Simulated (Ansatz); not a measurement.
## Na on Ag(111): change of the work function

How does one ordered layer of Na (fcc site) change the work function of Ag(111), and what dipole does each adsorbate carry?

Method: plane-wave DFT, PBE, Ansatz PAW, in Ansatz 0.2.0.

## (1) Set-up

The cell holds 4 atoms: 4 Ag. Its edges and angles: a = 2.892 Å, b = 2.892 Å, c = 25.084 Å, α = 90.0°, β = 90.0°, γ = 60.0°. Vacuum lies along c.

Structure file:

```cif
data_structure
_symmetry_space_group_name_H-M 'P 1'
_symmetry_Int_Tables_number 1
_cell_length_a 2.8921
_cell_length_b 2.8921
_cell_length_c 25.0841
_cell_angle_alpha 90.000
_cell_angle_beta 90.000
_cell_angle_gamma 60.000
_cell_volume 181.70
loop_
_atom_site_label
_atom_site_type_symbol
_atom_site_fract_x
_atom_site_fract_y
_atom_site_fract_z
_atom_site_occupancy
Ag1 Ag 0.00000 0.00000 0.35879 1
Ag2 Ag 0.33333 0.33333 0.45293 1
Ag3 Ag 0.66667 0.66667 0.54707 1
Ag4 Ag 0.00000 0.00000 0.64121 1
```

## (2) The clean slab

The bare slab comes first, as the zero from which every change is counted. The two lowest layers are held at bulk places and the upper ones relax. The dipole correction removes the false field that a one-sided slab makes across the periodic vacuum, so each face gets a flat vacuum level of its own.

Contents of input.yaml:

```yaml
crystal:
  lattice:
    - [2.8920667351, 0.0, 0.0]
    - [1.4460333675, 2.504603262, 0.0]
    - [0.0, 0.0, 25.084087803]
  atoms:
    - { symbol: Ag, position: [0.0, 0.0, 0.3587931947] }
    - { symbol: Ag, position: [0.3333333333, 0.3333333333, 0.4529310649] }
    - { symbol: Ag, position: [0.6666666667, 0.6666666667, 0.5470689351] }
    - { symbol: Ag, position: [0.0, 0.0, 0.6412068053] }
kpoints:
  mp_grid: { grid: [12, 12, 1] }
hamiltonian:
  xc: pbe
scf:
  occupations: { method: fermi_dirac, width: 0.1 }
  convergence: { dr2_threshold: 1.0e-08 }
efield:
  axis: 3
  dipole_correction: true
  ramp_position: 0.97
  ramp_width: 0.06
relax:
  f_tol: 0.02
  max_steps: 60
  constraints: [{ sites: [0, 1] }]
output:
  write_potential: true
  write_density: true
  volumetric_format: npy
```

Command:

```console
$ ansatz run input.yaml --threads 4 --pin off --max-ram 6144MiB --backend cpu --events-out ev --progress --plain --runs-dir out
```

Numbers of over 12 decimals in the logs are rounded to 6 here.

Output:

```text
Engine: ansatz 0.2.0, x86_64-unknown-linux-gnu
Pseudopotentials: kind: paw
Pseudopotential: Ag, paw, valence charge 19, recommended cutoff 420 eV (normal), Ag.paw.azcp
Functional definition: PBE
  parameter kappa = 0.804
  parameter beta = 0.066725
  exchange = pbe_x(kappa = kappa, mu = beta*pi^2/3)
  correlation = pbe_c(beta = beta)
Crystal: 4 atoms, lattice volume = 181.696 Å³
Basis set: ecut = 420 eV, 3551 PW (Γ), exchange–correlation on 40×40×360 points (8 copies of the dense FFT grid, shifted against one another)
Bands: 46, of which v1, the nominal top of the filled ones, is band 38 counted from 1 (37 counted from 0)
Symmetry: 6 space group operations
k-points: 19 of 144 (time reversal used)
Non-local potential: Ag, projectors of the file, l = 0: 3, l = 1: 2, l = 2: 2, l = 3: 1
PAW form: soft (Blöchl's): semilocal exchange-correlation on the pseudo side does not see the compensation charge
PAW one-centre angular grid: Ag, 590 points (default); XC on 64 Gauss nodes
Initial density: superposition of atomic densities (neutral atoms: chi_scale 0, normalization atom), corrected by the library's trained network
Initial wavefunctions: pseudopotential atomic-orbital guess
Functional: x = pbe(κ = 0.804, μ = 0.219515), c = pbe(β = 0.066725)
SCF iter   1: F=—  HF=-30361.536039 eV  |F-HF|=—  |Δ(HF+E_count)|=         —  Δρ=1.43e-3  dr2=2.13e-2  ethr=1.77e-3  p=0.000 e·Å  D=2.60e-13 V/Å  ΔV_dip=-0.00 eV  dr2_dipole=1.52e-9  V_vac-E_F(+/−)=4.39/4.39 eV  ⟨swp⟩=7.4  Hψ=3672  notcnv=0  defer=12
efield: sawtooth ramp at fractional position 0.9700 (set: `efield.ramp_position`, or a place that a band, a saddle search or an elastic batch's reference lends), width 0.0600; the density the first Hamiltonian is built on has a dipole p = 0.000 e·Å; the dipole correction subtracts the counter field D = 2.60e-13 V/Å, which shifts the + side's vacuum level by -0.00 eV against the − side's; the planar-averaged density in the ramp window peaks in size at 3.3e-6 e/Å³
preconditioner: auto → LDOS  [metal: Δε(μ)=0.132 eV  Ē_g=9.346 eV  σ=0.100 eV  W_gap=0.32  n_scr=18 (ndim 8)  ℏωp=18.3 eV  f_vac=0.583  D(μ)=0.82/eV (n_scr^D=6)  β→1.0]
SCF iter   2: F=—  HF=-30361.540487 eV  |F-HF|=—  |Δ(HF+E_count)|=   4.45e-3  Δρ=1.71e-3  dr2=1.09e-2  ethr=2.80e-5  p=-0.000 e·Å  D=-9.71e-6 V/Å  ΔV_dip=0.00 eV  dr2_dipole=2.65e-10  V_vac-E_F(+/−)=4.43/4.43 eV  ⟨swp⟩=2.2  Hψ=1740  notcnv=0  defer=25
SCF iter   3: F=—  HF=-30361.538903 eV  |F-HF|=—  |Δ(HF+E_count)|=   1.58e-3  Δρ=5.15e-4  dr2=3.95e-4  ethr=1.43e-5  p=-0.000 e·Å  D=-2.42e-6 V/Å  ΔV_dip=0.00 eV  dr2_dipole=6.35e-10  V_vac-E_F(+/−)=4.45/4.45 eV  ⟨swp⟩=2.0  Hψ=1312  notcnv=0  defer=25
SCF iter   4: F=—  HF=-30361.538836 eV  |F-HF|=—  |Δ(HF+E_count)|=   6.70e-5  Δρ=7.08e-5  dr2=1.22e-5  ethr=5.20e-7  p=-0.000 e·Å  D=-1.66e-6 V/Å  ΔV_dip=0.00 eV  dr2_dipole=2.22e-10  V_vac-E_F(+/−)=4.45/4.45 eV  ⟨swp⟩=3.2  Hψ=1672  notcnv=0  defer=25
SCF iter   5: F=—  HF=-30361.538841 eV  |F-HF|=—  |Δ(HF+E_count)|=   4.57e-6  Δρ=2.65e-5  dr2=1.77e-6  ethr=1.60e-8  p=-0.000 e·Å  D=-6.24e-8 V/Å  ΔV_dip=0.00 eV  dr2_dipole=2.13e-12  V_vac-E_F(+/−)=4.45/4.45 eV  ⟨swp⟩=2.6  Hψ=1527  notcnv=0  defer=25
SCF iter   6: F=—  HF=-30361.538866 eV  |F-HF|=—  |Δ(HF+E_count)|=   2.56e-5  Δρ=9.20e-6  dr2=1.40e-7  ethr=2.33e-9  p=0.000 e·Å  D=9.55e-8 V/Å  ΔV_dip=-0.00 eV  dr2_dipole=5.77e-13  V_vac-E_F(+/−)=4.46/4.46 eV  ⟨swp⟩=2.2  Hψ=1219  notcnv=0  defer=25
SCF iter   7: F=—  HF=-30361.538866 eV  |F-HF|=—  |Δ(HF+E_count)|=   3.58e-8  Δρ=3.14e-6  dr2=2.09e-8  ethr=1.84e-10  p=0.000 e·Å  D=3.04e-8 V/Å  ΔV_dip=-0.00 eV  dr2_dipole=6.05e-13  V_vac-E_F(+/−)=4.46/4.46 eV  ⟨swp⟩=2.4  Hψ=1593  notcnv=0  defer=25
SCF iter   8: F=-30361.538866 eV  HF=-30361.538866 eV  |F-HF|=2.71e-9  |Δ(HF+E_count)|=   5.29e-9  Δρ=6.78e-7  dr2=5.64e-10  ethr=1.32e-11  p=-0.000 e·Å  D=-6.97e-9 V/Å  ΔV_dip=0.00 eV  dr2_dipole=1.63e-14  V_vac-E_F(+/−)=4.46/4.46 eV  ⟨swp⟩=8.7  Hψ=5215  notcnv=0
SCF 1 converged in 8 iterations: F = -30361.538866 eV  dr2 = 5.64e-10
  greatest PAW one-centre occupation: 1.000 electrons in one spin orbital (limit 2), on the Ag atom at site 1 (counted from 0), in its partial waves of l = 0
relax step   1: F+E_penalty+E_count = -30361.53886649 eV  Δ(F+E_penalty+E_count) = +0.000e0 eV  max|allowed force component| = 1.394e-1 eV/Å  Δτ_max = 0.0000 Å  (8 SCF iters, accepted)
Initial density: handed on by an earlier stage of this run
Initial wavefunctions: those handed on with the density
iter 1 solved again at ethr=1.65e-5 eV; its pass at ethr=3.10e-3 eV (dr2=1.25e-2 eV) is discarded
SCF iter   1: F=—  HF=-30361.545711 eV  |F-HF|=—  |Δ(HF+E_count)|=         —  Δρ=2.56e-3  dr2=1.12e-2  ethr=1.65e-5  p=-0.000 e·Å  D=-2.73e-8 V/Å  ΔV_dip=0.00 eV  dr2_dipole=8.08e-5  V_vac-E_F(+/−)=4.45/4.45 eV  ⟨swp⟩=2.0  Hψ=3443  notcnv=0  defer=33
efield: sawtooth ramp at fractional position 0.9700 (set: `efield.ramp_position`, or a place that a band, a saddle search or an elastic batch's reference lends), width 0.0600; the density the first Hamiltonian is built on has a dipole p = -0.000 e·Å; the dipole correction subtracts the counter field D = -2.73e-8 V/Å, which shifts the + side's vacuum level by +0.00 eV against the − side's; the planar-averaged density in the ramp window peaks in size at 6.5e-7 e/Å³
preconditioner: auto → LDOS  [metal: Δε(μ)=0.209 eV  Ē_g=9.267 eV  σ=0.100 eV  W_gap=0.48  n_scr=18 (ndim 8)  ℏωp=18.3 eV  f_vac=0.579  D(μ)=0.92/eV (n_scr^D=6)  β→1.0]
SCF iter   2: F=—  HF=-30361.545729 eV  |F-HF|=—  |Δ(HF+E_count)|=   1.82e-5  Δρ=2.20e-3  dr2=1.62e-2  ethr=1.47e-5  p=0.001 e·Å  D=1.26e-3 V/Å  ΔV_dip=-0.03 eV  dr2_dipole=1.53e-3  V_vac-E_F(+/−)=4.40/4.43 eV  ⟨swp⟩=2.1  Hψ=1485  notcnv=0  defer=33
SCF iter   3: F=—  HF=-30361.542237 eV  |F-HF|=—  |Δ(HF+E_count)|=   3.49e-3  Δρ=4.16e-4  dr2=3.20e-4  ethr=1.47e-5  p=-0.002 e·Å  D=-1.87e-3 V/Å  ΔV_dip=0.05 eV  dr2_dipole=4.02e-5  V_vac-E_F(+/−)=4.49/4.44 eV  ⟨swp⟩=2.0  Hψ=1399  notcnv=0  defer=33
SCF iter   4: F=—  HF=-30361.542206 eV  |F-HF|=—  |Δ(HF+E_count)|=   3.17e-5  Δρ=2.30e-4  dr2=1.11e-4  ethr=4.21e-7  p=-0.001 e·Å  D=-1.01e-3 V/Å  ΔV_dip=0.03 eV  dr2_dipole=2.24e-7  V_vac-E_F(+/−)=4.47/4.44 eV  ⟨swp⟩=2.2  Hψ=1528  notcnv=0  defer=33
SCF iter   5: F=—  HF=-30361.542194 eV  |F-HF|=—  |Δ(HF+E_count)|=   1.19e-5  Δρ=3.25e-5  dr2=3.43e-6  ethr=1.46e-7  p=-0.001 e·Å  D=-1.14e-3 V/Å  ΔV_dip=0.03 eV  dr2_dipole=7.57e-7  V_vac-E_F(+/−)=4.47/4.44 eV  ⟨swp⟩=2.0  Hψ=1327  notcnv=0  defer=33
SCF iter   6: F=—  HF=-30361.542212 eV  |F-HF|=—  |Δ(HF+E_count)|=   1.83e-5  Δρ=1.26e-5  dr2=3.00e-7  ethr=4.51e-9  p=-0.001 e·Å  D=-1.17e-3 V/Å  ΔV_dip=0.03 eV  dr2_dipole=8.74e-9  V_vac-E_F(+/−)=4.47/4.44 eV  ⟨swp⟩=2.0  Hψ=1297  notcnv=0  defer=33
SCF iter   7: F=—  HF=-30361.542212 eV  |F-HF|=—  |Δ(HF+E_count)|=   9.44e-8  Δρ=3.85e-6  dr2=3.51e-8  ethr=3.94e-10  p=-0.001 e·Å  D=-1.17e-3 V/Å  ΔV_dip=0.03 eV  dr2_dipole=2.80e-12  V_vac-E_F(+/−)=4.47/4.44 eV  ⟨swp⟩=2.0  Hψ=1501  notcnv=0  defer=33
SCF iter   8: F=-30361.542212 eV  HF=-30361.542212 eV  |F-HF|=2.99e-9  |Δ(HF+E_count)|=   2.52e-8  Δρ=8.95e-7  dr2=1.21e-9  ethr=1.32e-11  p=-0.001 e·Å  D=-1.16e-3 V/Å  ΔV_dip=0.03 eV  dr2_dipole=2.58e-11  V_vac-E_F(+/−)=4.47/4.44 eV  ⟨swp⟩=9.0  Hψ=5307  notcnv=0
SCF 2 converged in 8 iterations: F = -30361.542212 eV  dr2 = 1.21e-9
relax step   2: F+E_penalty+E_count = -30361.54221217 eV  Δ(F+E_penalty+E_count) = -3.346e-3 eV  max|allowed force component| = 5.879e-2 eV/Å  Δτ_max = 0.1208 Å  (8 SCF iters, accepted)
SCF iter   1: F=—  HF=-30361.543996 eV  |F-HF|=—  |Δ(HF+E_count)|=         —  Δρ=9.71e-4  dr2=1.77e-3  ethr=2.01e-5  p=-0.001 e·Å  D=-1.16e-3 V/Å  ΔV_dip=0.03 eV  dr2_dipole=5.25e-5  V_vac-E_F(+/−)=4.48/4.45 eV  ⟨swp⟩=3.8  Hψ=2048  notcnv=0  defer=33
efield: sawtooth ramp at fractional position 0.9700 (set: `efield.ramp_position`, or a place that a band, a saddle search or an elastic batch's reference lends), width 0.0600; the density the first Hamiltonian is built on has a dipole p = -0.001 e·Å; the dipole correction subtracts the counter field D = -1.16e-3 V/Å, which shifts the + side's vacuum level by +0.03 eV against the − side's; the planar-averaged density in the ramp window peaks in size at 7.8e-7 e/Å³
preconditioner: auto → LDOS  [metal: Δε(μ)=0.206 eV  Ē_g=9.288 eV  σ=0.100 eV  W_gap=0.47  n_scr=18 (ndim 8)  ℏωp=18.3 eV  f_vac=0.581  D(μ)=0.89/eV (n_scr^D=6)  β→1.0]
SCF iter   2: F=—  HF=-30361.544014 eV  |F-HF|=—  |Δ(HF+E_count)|=   1.81e-5  Δρ=9.28e-4  dr2=2.53e-3  ethr=2.33e-6  p=-0.002 e·Å  D=-1.70e-3 V/Å  ΔV_dip=0.04 eV  dr2_dipole=3.84e-5  V_vac-E_F(+/−)=4.50/4.46 eV  ⟨swp⟩=2.7  Hψ=1897  notcnv=0  defer=33
SCF iter   3: F=—  HF=-30361.543440 eV  |F-HF|=—  |Δ(HF+E_count)|=   5.74e-4  Δρ=1.90e-4  dr2=6.10e-5  ethr=2.33e-6  p=-0.001 e·Å  D=-6.14e-4 V/Å  ΔV_dip=0.02 eV  dr2_dipole=4.87e-6  V_vac-E_F(+/−)=4.47/4.45 eV  ⟨swp⟩=2.0  Hψ=1396  notcnv=0  defer=33
SCF iter   4: F=—  HF=-30361.543423 eV  |F-HF|=—  |Δ(HF+E_count)|=   1.78e-5  Δρ=8.92e-5  dr2=1.40e-5  ethr=8.03e-8  p=-0.001 e·Å  D=-8.67e-4 V/Å  ΔV_dip=0.02 eV  dr2_dipole=8.59e-9  V_vac-E_F(+/−)=4.47/4.45 eV  ⟨swp⟩=2.5  Hψ=1546  notcnv=0  defer=33
SCF iter   5: F=—  HF=-30361.543428 eV  |F-HF|=—  |Δ(HF+E_count)|=   5.44e-6  Δρ=1.46e-5  dr2=9.75e-7  ethr=1.84e-8  p=-0.001 e·Å  D=-8.27e-4 V/Å  ΔV_dip=0.02 eV  dr2_dipole=2.55e-7  V_vac-E_F(+/−)=4.47/4.45 eV  ⟨swp⟩=2.0  Hψ=1332  notcnv=0  defer=33
SCF iter   6: F=—  HF=-30361.543462 eV  |F-HF|=—  |Δ(HF+E_count)|=   3.41e-5  Δρ=4.76e-6  dr2=6.34e-8  ethr=1.28e-9  p=-0.001 e·Å  D=-8.00e-4 V/Å  ΔV_dip=0.02 eV  dr2_dipole=9.80e-9  V_vac-E_F(+/−)=4.47/4.45 eV  ⟨swp⟩=2.0  Hψ=1200  notcnv=0  defer=33
SCF iter   7: F=—  HF=-30361.543462 eV  |F-HF|=—  |Δ(HF+E_count)|=   2.80e-8  Δρ=1.89e-6  dr2=1.05e-8  ethr=1.32e-11  p=-0.001 e·Å  D=-7.97e-4 V/Å  ΔV_dip=0.02 eV  dr2_dipole=1.63e-11  V_vac-E_F(+/−)=4.47/4.45 eV  ⟨swp⟩=9.1  Hψ=5612  notcnv=0
SCF iter   8: F=-30361.543462 eV  HF=-30361.543462 eV  |F-HF|=9.75e-10  |Δ(HF+E_count)|=   4.10e-9  Δρ=4.65e-7  dr2=2.72e-10  ethr=1.32e-11  p=-0.001 e·Å  D=-7.96e-4 V/Å  ΔV_dip=0.02 eV  dr2_dipole=9.85e-14  V_vac-E_F(+/−)=4.47/4.45 eV  ⟨swp⟩=8.2  Hψ=5047  notcnv=0
SCF 3 converged in 8 iterations: F = -30361.543462 eV  dr2 = 2.72e-10
relax step   3: F+E_penalty+E_count = -30361.54346218 eV  Δ(F+E_penalty+E_count) = -1.250e-3 eV  max|allowed force component| = 3.526e-3 eV/Å  Δτ_max = 0.0437 Å  (8 SCF iters, accepted)
NSCF: frozen V_eff on 19 k-points
the band table was solved once a step of the walk had ended and its energy, with any forces and stress, was formed, with the checks that follow a solve (4634 applications of the Hamiltonian). They found nothing against the state; the energy, forces and stress were not computed again (output.eigenvalues in the input reference)
SCF converged after 8 iterations
Free energy (F): -30361.543462 eV
Harris-Foulkes:  -30361.543462 eV  (|F-HF|=9.75e-10)
Internal energy: -30361.511446 eV  (E = F + TS)
E sigma→0 (E₀):  -30361.527454 eV
Entropy (-TS):   -0.032016 eV (-8.004 meV/atom)
Fermi energy:    3.774940 eV
Dipole field:    D = -0.000797 V/Å  (p = -0.000800 e·Å, saw-weighted, corrected)
Work function:   Φ+ = 4.4694 eV   Φ− = 4.4494 eV
Levels:          The Fermi level and band energies are counted from a zero that moves with the ramp; work functions are not
--- Per-component energies (eV) ---
  E_band       = -1960.547775
  E_kinetic    = 2109.099075
  E_local      = -128020.276693  (includes V_loc(G=0)·N_el)
  E_nonlocal   = 320.756909
  E_hartree    = 63107.808708
  E_xc         = -738.272181
  E_vxc        = -937.843934  (∫ρ·V_xc dr)
  E_paw        = -15609.056264  (= ΣΔE_a)
  E_vpaw       = -1647.903650  (= ΣTr[D̂ρ^β])
  E_aug_tail   = 0.001306  (compensation charges beyond the density's cutoff)
  E_efield     = 0.000000  (sawtooth field / dipole correction)
  E_vefield    = 0.001582  (∫n·V_field dr)
  E_ewald      = 48468.427694
  E_smearing   = -0.032016  (= −TS)
  E_closure    = -0.000000  (closes the sum)
  Σ components = -30361.543462   (vs F -30361.543462, Δ=0.00e0)
--- Forces (eV/Å), atoms counted from 1 ---
  atom   1  Ag    -0.00000000     0.00000000    -0.13252267
  atom   2  Ag     0.00000000    -0.00000000     0.12981904
  atom   3  Ag    -0.00000000    -0.00000000     0.00352622
  atom   4  Ag    -0.00000000     0.00000000    -0.00082127
  max |Σ_I F_I| component: 1.31e-6 eV/Å
--- Band table (eV; the first three rows and the last of 19) ---
  k-point 0: bands = [... 34 lower, 0.3804, 0.4880, 0.4880, 0.7234, 0.7234, 2.7357, 3.9494, 7.7601, ... 4 higher]
  k-point 1: bands = [... 34 lower, 0.3192, 0.4035, 0.4876, 0.7293, 1.0045, 3.0032, 4.3438, 7.8970, ... 4 higher]
  k-point 2: bands = [... 34 lower, 0.1786, 0.4121, 0.4831, 0.7430, 1.5725, 3.6517, 5.3129, 8.3086, ... 4 higher]
  k-point 18: bands = [... 34 lower, 0.6631, 0.6714, 7.1502, 7.3285, 7.3357, 8.0731, 8.0825, 8.4313, ... 4 higher]
--- Relaxed structure (3 steps of the walk, 3 accepted, 0 SCFs on fresh bases) ---
  F+E_penalty+E_count = -30361.54346218 eV   max|allowed force component| = 3.526e-3 eV/Å
  atoms:
    - { symbol: Ag, position: [0.0, 0.0, 0.3587931947] }
    - { symbol: Ag, position: [0.333333, 0.333333, 0.452931] }
    - { symbol: Ag, position: [0.666667, 0.666667, 0.548158] }
    - { symbol: Ag, position: [2.5445411667508047e-18, -1.1400014543183414e-18, 0.644283] }
```

Wall time 3.1 s (4 threads of AMD EPYC 9R45, shared host); peak memory 0.61 GiB.

The steps of the relaxation:

| step | energy less that of the first step (eV) | largest force component (eV/Å) |
| --- | --- | --- |
| 1 | 0.0000 | 0.1394 |
| 2 | -0.0033 | 0.0588 |
| 3 | -0.0046 | 0.0035 |

Forces are held to the 6 operations that the run works with; a distortion that breaks them can't arise in this run.

The atoms that moved most (Å):

| atom | dx | dy | dz | length |
| --- | --- | --- | --- | --- |
| Ag4 | 0.000 | 0.000 | 0.077 | 0.077 |
| Ag3 | 0.000 | 0.000 | 0.027 | 0.027 |

Final coordinates:

```cif
data_structure
_symmetry_space_group_name_H-M 'P 1'
_symmetry_Int_Tables_number 1
_cell_length_a 2.8921
_cell_length_b 2.8921
_cell_length_c 25.0841
_cell_angle_alpha 90.000
_cell_angle_beta 90.000
_cell_angle_gamma 60.000
_cell_volume 181.70
loop_
_atom_site_label
_atom_site_type_symbol
_atom_site_fract_x
_atom_site_fract_y
_atom_site_fract_z
_atom_site_occupancy
Ag1 Ag 0.00000 0.00000 0.35879 1
Ag2 Ag 0.33333 0.33333 0.45293 1
Ag3 Ag 0.66667 0.66667 0.54816 1
Ag4 Ag 0.00000 0.00000 0.64428 1
```

Numbers from this step:

```yaml
energy_at_zero_smearing: -30361.5275 eV
work_function_upper_face: 4.469 eV
dipole_along_the_normal: -8.00e-4 e·Å
```

Running mean over 2.361 Å of the planar mean; the ramp of the sawtooth is left out. Electron's electrostatic potential energy less the Fermi level against z:

z (Å), electron's electrostatic potential energy less the Fermi level (eV) and a bar from the least value:
```
      3.5       4.45 ##############################
      4.0       4.45 ##############################
      4.5       4.45 ##############################
      5.0       4.44 ##############################
      5.5       4.43 ##############################
      6.0       4.38 ##############################
      6.5       4.19 #############################
      7.0       3.48 ###########################
      7.5       1.20 #####################
      8.0      -2.25 ###########
      8.5      -4.95 ###
      9.0      -5.85 #
      9.5      -6.00 
     10.0      -6.03 
     10.5      -6.04 
     11.0      -6.05 
     11.5      -6.03 
     12.0      -5.92 
     12.5      -5.85 #
     13.0      -5.89 
     13.5      -5.99 
     14.0      -5.97 
     14.5      -5.78 #
     15.0      -5.68 #
     15.5      -5.78 #
     16.0      -5.86 #
     16.5      -5.38 ##
     17.0      -3.28 ########
     17.5       0.15 ##################
     18.0       2.97 ##########################
     18.5       4.08 #############################
     19.0       4.36 ##############################
     19.5       4.44 ##############################
     20.0       4.46 ##############################
     20.5       4.47 ##############################
     21.0       4.47 ##############################
     21.5       4.47 ##############################
     22.0       4.47 ##############################
```

The relaxation took 3 steps and lowered the energy by 0.0046 eV; the largest force on the free atoms ends at 0.0035 eV/Å.

The work function of the upper face is 4.47 eV.

[end of part 1 of 2]

[Logs are printed without paths, hosts, clocks, repeated set-up lines and the standing remarks that a program may print on its own settings, such as how far it seeks lower states.]

[Hosts, paths, dates, database ids (printed as entryN), source tags and the programs' standing remarks are cut or masked in the printed files.]

[Maps of the electrostatic potential energy from Ansatz leave out the sawtooth potential of an applied field or a dipole correction, so their vacuum need not be flat; planar profiles and work functions include it.]
